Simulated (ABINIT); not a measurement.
**RbHgH3 (Pm-3m): zone-centre phonons**

Aim: the zone-centre modes of RbHgH3 (Pm-3m).

Calculated with ABINIT 10.8.3; DFT LDA, scalar-relativistic, plane waves, PseudoDojo norm-conserving pseudopotentials.

The structure was built from a prototype and need not be the compound's stable phase.

## Step 1: Starting point

Symmetry: Pm-3m, No. 221, cubic system. Conventional cell: a = 4.645 Å, b = 4.645 Å, c = 4.645 Å, α = 90.00°, β = 90.00°, γ = 90.00°. Nearest to Rb lie 12 H at 3.28 Å. Nearest to Hg lie 6 H at 2.32 Å. H has 2 Hg at 2.32 Å and 4 Rb at 3.28 Å and 8 H at 3.28 Å nearest. Farther neighbours are not listed.

## Step 2: A first look

A first run with smearing and empty bands tells whether the crystal has a gap, which decides between fixed occupations and smearing later on.

File probe.abi:

```
# ground state
tolvrs 1.0d-08
prtden 1
prtwf 1

# basis, mesh and filling
ecut 31.0
ngkpt 4 4 4
nshiftk 1
shiftk 0.0 0.0 0.0
istwfk *1
occopt 7
tsmear 0.005
nband 24
nstep 100
diemac 9.0
prtebands 0
prtgsr 0

# cell and atoms
acell 8.778155794 8.778155794 8.778155794
rprim 
    1.0 0.0 0.0
    0.0 1.0 0.0
    0.0 0.0 1.0
ntypat 3
znucl 37 80 1
natom 5
typat 1 2 3 3 3
xred 
    0.0 0.0 0.0
    0.5 0.5 0.5
    0.5 0.5 0.0
    0.5 0.0 0.5
    0.0 0.5 0.5
pp_dirpath "./pseudo"
pseudos "Rb.upf, Hg.upf, H.upf"
```

On the command line:

```bash
OMP_NUM_THREADS=1 mpirun -n 4 abinit probe.abi > probe.log
```

Numbers of over 12 decimals in the logs are rounded to 6 here.

probe.abo, the main output file:

```text
[banners, grids, parts of the stress and lines that vanish by symmetry left out]
- input  file    -> probe.abi
- output file    -> probe.abo
- root for input  files -> probei
[...]
Symmetries : space group Pm -3 m (#221); Bravais cP (primitive cubic)
[...]
mpw =        5616          nfft =      110592          nkpt =          10
[...]
== DATASET  1 ==================================================================
[...]
cutoff_energies: {ecut:  31.0, pawecutdg:  -1.0, }
[...]
ETOT  1  -195.21461446930    -1.952E+02 1.414E-01 2.035E+02
 ETOT  2  -195.49404078714    -2.794E-01 1.820E-02 8.191E+01
 ETOT  3  -195.50764042940    -1.360E-02 4.022E-03 1.632E+00
 ETOT  4  -195.50796079588    -3.204E-04 1.639E-03 6.128E-01
 ETOT  5  -195.50800676957    -4.597E-05 1.207E-03 1.034E-02
[...]
ETOT  9  -195.50800767290    -1.335E-10 1.040E-03 1.845E-08
 ETOT 10  -195.50800767291    -3.411E-12 5.092E-04 5.794E-12
 At SCF step   10       vres2   =  5.79E-12 < tolvrs=  1.00E-08 =>converged.
[...]
sigma(1 1)=  2.96522043E-04  sigma(3 2)=  0.00000000E+00
  sigma(2 2)=  2.96522043E-04  sigma(3 1)=  0.00000000E+00
  sigma(3 3)=  2.96522043E-04  sigma(2 1)=  0.00000000E+00
[...]
convergence: {deltae: -3.411E-12, res2:  5.794E-12, residm:  5.092E-04, diffor: null, }
etotal    :  -1.95508008E+02
[...]
sigma(1 1)=  2.96522043E-04  sigma(3 2)=  0.00000000E+00
  sigma(2 2)=  2.96522043E-04  sigma(3 1)=  0.00000000E+00
  sigma(3 3)=  2.96522043E-04  sigma(2 1)=  0.00000000E+00
[...]
- sigma(1 1)=  8.72397970E+00  sigma(3 2)=  0.00000000E+00
- sigma(2 2)=  8.72397970E+00  sigma(3 1)=  0.00000000E+00
- sigma(3 3)=  8.72397970E+00  sigma(2 1)=  0.00000000E+00
[...]
fcart     -0.0000000000E+00 -0.0000000000E+00 -0.0000000000E+00
           strten      2.9652204319E-04  2.9652204319E-04  2.9652204319E-04
================================================================================

[key lines of the parts left out:]
pressure_GPa:  -8.7240E+00
```

Elapsed: 14 s, on 4 MPI ranks of Arm Neoverse V2, shared host.

Read from the output:

```
volume per atom   : 20.05 Å³
pressure          : -8.724 GPa
gap on the k-mesh : 0 eV
```

No gap opens on this mesh, so smearing is kept; the printed pressure holds the stress of the finite basis too.

## Step 3: Rough relaxation

The typed start is rough, so a first relaxation with smearing and loose thresholds takes it towards rest cheaply.

File prerelax.abi:

```
# relaxation
ionmov 2
optcell 2
dilatmx 1.15
chkdilatmx 0
ntime 40
tolmxf 3.0d-04
tolvrs 1.0d-10
prtwf 0
prtden 0
chksymtnons 0

# basis, mesh and filling
ecut 32.0
ecutsm 3.0
ngkpt 4 4 4
nshiftk 1
shiftk 0.0 0.0 0.0
istwfk *1
occopt 7
tsmear 0.005
nband 24
nstep 100
diemac 1000000.0
prtebands 0
prtgsr 0

# cell and atoms
acell 8.778155794 8.778155794 8.778155794
rprim 
    1.0 0.0 0.0
    0.0 1.0 0.0
    0.0 0.0 1.0
ntypat 3
znucl 37 80 1
natom 5
typat 1 2 3 3 3
xred 
    0.0 0.0 0.0
    0.5 0.5 0.5
    0.5 0.5 0.0
    0.5 0.0 0.5
    0.0 0.5 0.5
pp_dirpath "./pseudo"
pseudos "Rb.upf, Hg.upf, H.upf"
```

On the command line:

```bash
OMP_NUM_THREADS=1 mpirun -n 4 abinit prerelax.abi > prerelax.log
```

prerelax.abo, the main output file:

```text
[banners, grids, parts of the stress and lines that vanish by symmetry left out]
- input  file    -> prerelax.abi
- output file    -> prerelax.abo
- root for input  files -> prerelaxi
[...]
Symmetries : space group Pm -3 m (#221); Bravais cP (primitive cubic)
[...]
mpw =        9008          nfft =      157464          nkpt =          10
[...]
== DATASET  1 ==================================================================
[...]
cutoff_energies: {ecut:  32.0, pawecutdg:  -1.0, }
[...]
ETOT  1  -195.23240858138    -1.952E+02 1.217E-01 2.823E+02
 ETOT  2  -195.49931094172    -2.669E-01 7.415E-03 7.169E+01
 ETOT  3  -195.50764260192    -8.332E-03 1.440E-03 2.481E+00
 ETOT  4  -195.50792772888    -2.851E-04 1.317E-03 9.163E-01
 ETOT  5  -195.50796670719    -3.898E-05 1.006E-03 1.117E-02
[...]
At SCF step   10       vres2   =  4.30E-11 < tolvrs=  1.00E-10 =>converged.
[...]
ETOT  9  -195.55686279916    -2.188E-12 9.028E-06 4.792E-12
 At SCF step    9       vres2   =  4.79E-12 < tolvrs=  1.00E-10 =>converged.
[...]
sigma(1 1)=  2.37037692E-06  sigma(3 2)=  0.00000000E+00
  sigma(2 2)=  2.37037692E-06  sigma(3 1)=  0.00000000E+00
  sigma(3 3)=  2.37037692E-06  sigma(2 1)=  0.00000000E+00
[...]
convergence: {deltae: -2.188E-12, res2:  4.792E-12, residm:  9.028E-06, diffor: null, }
etotal    :  -1.95556863E+02
[...]
At Broyd/MD step   8, gradients are converged :
[...]
sigma(1 1)=  2.37037692E-06  sigma(3 2)=  0.00000000E+00
  sigma(2 2)=  2.37037692E-06  sigma(3 1)=  0.00000000E+00
  sigma(3 3)=  2.37037692E-06  sigma(2 1)=  0.00000000E+00
[...]
- sigma(1 1)=  6.97388967E-02  sigma(3 2)=  0.00000000E+00
- sigma(2 2)=  6.97388967E-02  sigma(3 1)=  0.00000000E+00
- sigma(3 3)=  6.97388967E-02  sigma(2 1)=  0.00000000E+00
[...]
fcart     -0.0000000000E+00 -0.0000000000E+00 -0.0000000000E+00
           strten      2.3703769199E-06  2.3703769199E-06  2.3703769199E-06
================================================================================

[key lines of the parts left out:]
pressure_GPa:  -6.9739E-02
Total energy (etotal) [Ha]= -1.95556862799156E+02
```

Wall time 3.1 min (4 MPI ranks); 12 min of CPU time.

Step by step:

```
step  energy less that of the first step (eV)  largest force (eV/Å)  volume (Å³)
   1                                   0.0000                0.0000       100.23
   2                                  -0.1416                0.0000        97.60
   3                                   3.9852                0.0000        38.64
   4                                  -0.8142                0.0000        84.41
   5                                  -1.1353                0.0000        76.58
   6                                  -1.2788                0.0000        62.29
   7                                  -1.3283                0.0000        67.49
   8                                  -1.3305                0.0000        66.64
```

```
     cell as run  before  after   change
           a (Å)   4.645  4.054  -12.7 %
           b (Å)   4.645  4.054  -12.7 %
           c (Å)   4.645  4.054  -12.7 %
volume (Å³/atom)   20.05  13.33  -33.5 %
```

The relaxed structure:

```cif
data_structure
_symmetry_space_group_name_H-M 'P 1'
_symmetry_Int_Tables_number 1
_cell_length_a 4.0542
_cell_length_b 4.0542
_cell_length_c 4.0542
_cell_angle_alpha 90.000
_cell_angle_beta 90.000
_cell_angle_gamma 90.000
_cell_volume 66.64
loop_
_atom_site_label
_atom_site_type_symbol
_atom_site_fract_x
_atom_site_fract_y
_atom_site_fract_z
_atom_site_occupancy
Rb1 Rb 0.00000 0.00000 0.00000 1
Hg2 Hg 0.50000 0.50000 0.50000 1
H3 H 0.50000 0.50000 0.00000 1
H4 H 0.50000 0.00000 0.50000 1
H5 H 0.00000 0.50000 0.50000 1
```

This step gave:

| Item | Value |
| --- | --- |
| volume per atom | 13.33 Å³ |
| pressure | -0.06974 GPa |

The volume changes by -33.5 % in this run and stands -33.5 % from the first cell.

## Step 4: Rough relaxation

The cell changed much, so the rough relaxation is repeated on a basis made for the new cell.

prerelax.abi: that of step 3 with these lines changed.

```diff
@@ -28,3 +28,3 @@
 # cell and atoms
-acell 8.778155794 8.778155794 8.778155794
+acell 7.661358443 7.661358443 7.661358443
 rprim
```

prerelax.abo, the main output file:

```text
[banners, grids, parts of the stress and lines that vanish by symmetry left out]
- input  file    -> prerelax.abi
- output file    -> prerelax.abo
- root for input  files -> prerelaxi
[...]
Symmetries : space group Pm -3 m (#221); Bravais cP (primitive cubic)
[...]
mpw =        5940          nfft =      110592          nkpt =          10
[...]
== DATASET  1 ==================================================================
[...]
cutoff_energies: {ecut:  32.0, pawecutdg:  -1.0, }
[...]
ETOT  1  -195.36345458775    -1.954E+02 1.182E-01 2.345E+02
 ETOT  2  -195.54615362009    -1.827E-01 1.417E-02 6.898E+01
 ETOT  3  -195.55641775060    -1.026E-02 1.517E-03 1.858E+00
 ETOT  4  -195.55685188931    -4.341E-04 7.318E-04 1.538E-01
 ETOT  5  -195.55686251440    -1.063E-05 3.787E-04 1.671E-03
[...]
ETOT  9  -195.55686278642    -8.271E-12 1.465E-04 1.995E-10
 ETOT 10  -195.55686278641     1.307E-11 9.816E-05 4.676E-13
 At SCF step   10       vres2   =  4.68E-13 < tolvrs=  1.00E-10 =>converged.
[...]
sigma(1 1)=  2.37063845E-06  sigma(3 2)=  0.00000000E+00
  sigma(2 2)=  2.37063845E-06  sigma(3 1)=  0.00000000E+00
  sigma(3 3)=  2.37063845E-06  sigma(2 1)=  0.00000000E+00
[...]
convergence: {deltae:  1.307E-11, res2:  4.676E-13, residm:  9.816E-05, diffor: null, }
etotal    :  -1.95556863E+02
[...]
At Broyd/MD step   1, gradients are converged :
[...]
sigma(1 1)=  2.37063845E-06  sigma(3 2)=  0.00000000E+00
  sigma(2 2)=  2.37063845E-06  sigma(3 1)=  0.00000000E+00
  sigma(3 3)=  2.37063845E-06  sigma(2 1)=  0.00000000E+00
[...]
- sigma(1 1)=  6.97465912E-02  sigma(3 2)=  0.00000000E+00
- sigma(2 2)=  6.97465912E-02  sigma(3 1)=  0.00000000E+00
- sigma(3 3)=  6.97465912E-02  sigma(2 1)=  0.00000000E+00
[...]
fcart     -0.0000000000E+00 -0.0000000000E+00 -0.0000000000E+00
           strten      2.3706384519E-06  2.3706384519E-06  2.3706384519E-06
================================================================================

[key lines of the parts left out:]
pressure_GPa:  -6.9747E-02
Total energy (etotal) [Ha]= -1.95556862786411E+02
```

Elapsed: 15 s, on 4 MPI ranks.

Little changed from the start: no atom moved by 0.005 Å and no cell edge by 0.1 %.

This step gave:

```yaml
pressure: -0.06975 GPa
```

The volume changes by +0.0 % in this run and stands -33.5 % from the first cell.

## Step 5: Relaxing the cell and atoms

The harmonic expansion needs vanishing forces, and a free crystal bears no stress, so cell and atoms are brought to rest. Stress is more sensitive to the basis than forces are: the last 3 Ha under the cutoff are smoothed with ecutsm, and the cutoff is raised above that of the later runs.

relax.abi, as its differences from prerelax.abi of step 4:

```diff
@@ -3,7 +3,6 @@
 optcell 2
-dilatmx 1.15
-chkdilatmx 0
+dilatmx 1.08
 ntime 40
-tolmxf 3.0d-04
-tolvrs 1.0d-10
+tolmxf 1.0d-05
+tolvrs 1.0d-14
 prtwf 0
@@ -13,5 +12,5 @@
 # basis, mesh and filling
-ecut 32.0
+ecut 39.0
 ecutsm 3.0
-ngkpt 4 4 4
+ngkpt 6 6 6
 nshiftk 1
@@ -19,4 +18,4 @@
 istwfk *1
-occopt 7
-tsmear 0.005
+occopt 6
+tsmear 0.01
 nband 24
```

On the command line:

```bash
OMP_NUM_THREADS=1 mpirun -n 4 abinit relax.abi > relax.log
```

relax.abo, the main output file:

```text
[banners, grids, parts of the stress and lines that vanish by symmetry left out]
- input  file    -> relax.abi
- output file    -> relax.abo
- root for input  files -> relaxi
[...]
Symmetries : space group Pm -3 m (#221); Bravais cP (primitive cubic)
[...]
mpw =        6704          nfft =      110592          nkpt =          20
[...]
== DATASET  1 ==================================================================
[...]
cutoff_energies: {ecut:  39.0, pawecutdg:  -1.0, }
[...]
ETOT  1  -195.34868220513    -1.953E+02 1.502E-01 2.406E+02
 ETOT  2  -195.54645284566    -1.978E-01 1.118E-02 6.915E+01
 ETOT  3  -195.55658777236    -1.013E-02 3.769E-03 1.700E+00
 ETOT  4  -195.55698928040    -4.015E-04 2.320E-03 1.768E-01
 ETOT  5  -195.55700048875    -1.121E-05 4.176E-04 1.617E-03
[...]
At SCF step   11       vres2   =  2.00E-15 < tolvrs=  1.00E-14 =>converged.
[...]
sigma(1 1)= -5.22534709E-06  sigma(3 2)=  0.00000000E+00
  sigma(2 2)= -5.22534709E-06  sigma(3 1)=  0.00000000E+00
  sigma(3 3)= -5.22534709E-06  sigma(2 1)=  0.00000000E+00
[...]
convergence: {deltae:  5.514E-12, res2:  2.004E-15, residm:  2.697E-04, diffor: null, }
etotal    :  -1.95557001E+02
[...]
ETOT  1  -195.55698089740    -1.956E+02 2.235E-04 1.875E-01
[...]
At SCF step    9       vres2   =  1.92E-15 < tolvrs=  1.00E-14 =>converged.
[...]
sigma(1 1)= -4.36045610E-06  sigma(3 2)=  0.00000000E+00
  sigma(2 2)= -4.36045610E-06  sigma(3 1)=  0.00000000E+00
  sigma(3 3)= -4.36045610E-06  sigma(2 1)=  0.00000000E+00
[...]
convergence: {deltae:  9.607E-12, res2:  1.919E-15, residm:  4.867E-05, diffor: null, }
etotal    :  -1.95557002E+02
[...]
ETOT  1  -195.55646145069    -1.956E+02 3.894E-05 4.843E+00
[...]
ETOT  9  -195.55700413394    -1.478E-12 2.134E-05 4.382E-14
 ETOT 10  -195.55700413395    -6.906E-12 1.708E-05 1.500E-15
 At SCF step   10       vres2   =  1.50E-15 < tolvrs=  1.00E-14 =>converged.
[...]
sigma(1 1)= -1.76932532E-08  sigma(3 2)=  0.00000000E+00
  sigma(2 2)= -1.76932532E-08  sigma(3 1)=  0.00000000E+00
  sigma(3 3)= -1.76932531E-08  sigma(2 1)=  0.00000000E+00
[...]
convergence: {deltae: -6.906E-12, res2:  1.500E-15, residm:  1.708E-05, diffor: null, }
etotal    :  -1.95557004E+02
[...]
At Broyd/MD step   3, gradients are converged :
[...]
sigma(1 1)= -1.76932532E-08  sigma(3 2)=  0.00000000E+00
  sigma(2 2)= -1.76932532E-08  sigma(3 1)=  0.00000000E+00
  sigma(3 3)= -1.76932531E-08  sigma(2 1)=  0.00000000E+00
[...]
- sigma(1 1)= -5.20553480E-04  sigma(3 2)=  0.00000000E+00
- sigma(2 2)= -5.20553480E-04  sigma(3 1)=  0.00000000E+00
- sigma(3 3)= -5.20553479E-04  sigma(2 1)=  0.00000000E+00
[...]
fcart     -0.0000000000E+00 -0.0000000000E+00 -0.0000000000E+00
           strten     -1.7693253161E-08 -1.7693253159E-08 -1.7693253142E-08
================================================================================

[key lines of the parts left out:]
pressure_GPa:   5.2055E-04
Total energy (etotal) [Ha]= -1.95557004133947E+02
```

It took 69 s on 4 MPI ranks; 4.6 min of CPU time.

Little changed from the start: no atom moved by 0.005 Å and no cell edge by 0.1 %.

This step gave:

* volume per atom: 13.37 Å³
* pressure: 5.21e-4 GPa

The volume changes by +0.3 % in this run and stands -33.3 % from the first cell.

## Step 6: Ground state

The response is built on these wavefunctions, so the potential is converged far more tightly than an energy would need. Smearing stays on, as the first look found no gap above 0.3 eV.

File gs.abi:

```
# ground state
tolvrs 1.0d-16
prtden 1
prtwf 1

# basis, mesh and filling
ecut 31.0
ngkpt 6 6 6
nshiftk 1
shiftk 0.0 0.0 0.0
istwfk *1
occopt 6
tsmear 0.01
nband 24
nstep 100
diemac 1000000.0
prtebands 0
prtgsr 0

# cell and atoms
acell 7.668631668 7.668631668 7.668631668
rprim 
    1.0 0.0 0.0
    0.0 1.0 0.0
    0.0 0.0 1.0
ntypat 3
znucl 37 80 1
natom 5
typat 1 2 3 3 3
xred 
    0.0 0.0 0.0
    0.5 0.5 0.5
    0.5 0.5 0.0
    0.5 0.0 0.5
    0.0 0.5 0.5
pp_dirpath "./pseudo"
pseudos "Rb.upf, Hg.upf, H.upf"
```

On the command line:

```bash
OMP_NUM_THREADS=1 mpirun -n 4 abinit gs.abi > gs.log
```

gs.abo, the main output file:

```text
[banners, grids, parts of the stress and lines that vanish by symmetry left out]
- input  file    -> gs.abi
- output file    -> gs.abo
- root for input  files -> gsi
[...]
Symmetries : space group Pm -3 m (#221); Bravais cP (primitive cubic)
[...]
mpw =        3764          nfft =       64000          nkpt =          20
[...]
== DATASET  1 ==================================================================
[...]
cutoff_energies: {ecut:  31.0, pawecutdg:  -1.0, }
[...]
ETOT  1  -195.37302522106    -1.954E+02 1.503E-01 1.460E+02
 ETOT  2  -195.54380615897    -1.708E-01 1.482E-02 4.882E+01
 ETOT  3  -195.55646459137    -1.266E-02 5.394E-03 8.474E-01
 ETOT  4  -195.55681122365    -3.466E-04 4.640E-03 1.097E-01
 ETOT  5  -195.55682418565    -1.296E-05 2.459E-03 3.933E-04
[...]
ETOT 11  -195.55682428691    -9.237E-12 3.626E-04 1.101E-15
 ETOT 12  -195.55682428690     1.702E-11 2.148E-04 2.731E-17
 At SCF step   12       vres2   =  2.73E-17 < tolvrs=  1.00E-16 =>converged.
[...]
sigma(1 1)=  3.65519752E-06  sigma(3 2)=  0.00000000E+00
  sigma(2 2)=  3.65519752E-06  sigma(3 1)=  0.00000000E+00
  sigma(3 3)=  3.65519752E-06  sigma(2 1)=  0.00000000E+00
[...]
convergence: {deltae:  1.702E-11, res2:  2.731E-17, residm:  2.148E-04, diffor: null, }
etotal    :  -1.95556824E+02
[...]
sigma(1 1)=  3.65519752E-06  sigma(3 2)=  0.00000000E+00
  sigma(2 2)=  3.65519752E-06  sigma(3 1)=  0.00000000E+00
  sigma(3 3)=  3.65519752E-06  sigma(2 1)=  0.00000000E+00
[...]
- sigma(1 1)=  1.07539624E-01  sigma(3 2)=  0.00000000E+00
- sigma(2 2)=  1.07539624E-01  sigma(3 1)=  0.00000000E+00
- sigma(3 3)=  1.07539624E-01  sigma(2 1)=  0.00000000E+00
[...]
fcart     -0.0000000000E+00 -0.0000000000E+00 -0.0000000000E+00
           strten      3.6551975198E-06  3.6551975198E-06  3.6551975198E-06
================================================================================

[key lines of the parts left out:]
pressure_GPa:  -1.0754E-01
```

Wall time 18 s (4 MPI ranks); 73 s of CPU time.

This step gave:

```yaml
pressure: -0.1075 GPa
```

The cell stands at -0.11 GPa: the relaxation ran with a smoothed and higher cutoff, and the difference is a stress of the finite basis.

(Continued in part 2 of 4.)

[Host names and launcher messages were left out of these logs when they were recorded.]

[Logs are printed without paths, hosts, clocks, repeated set-up lines and the standing remarks that a program may print on its own settings, such as how far it seeks lower states.]

[Hosts, paths, dates, database ids (printed as entryN), source tags and the programs' standing remarks are cut or masked in the printed files.]
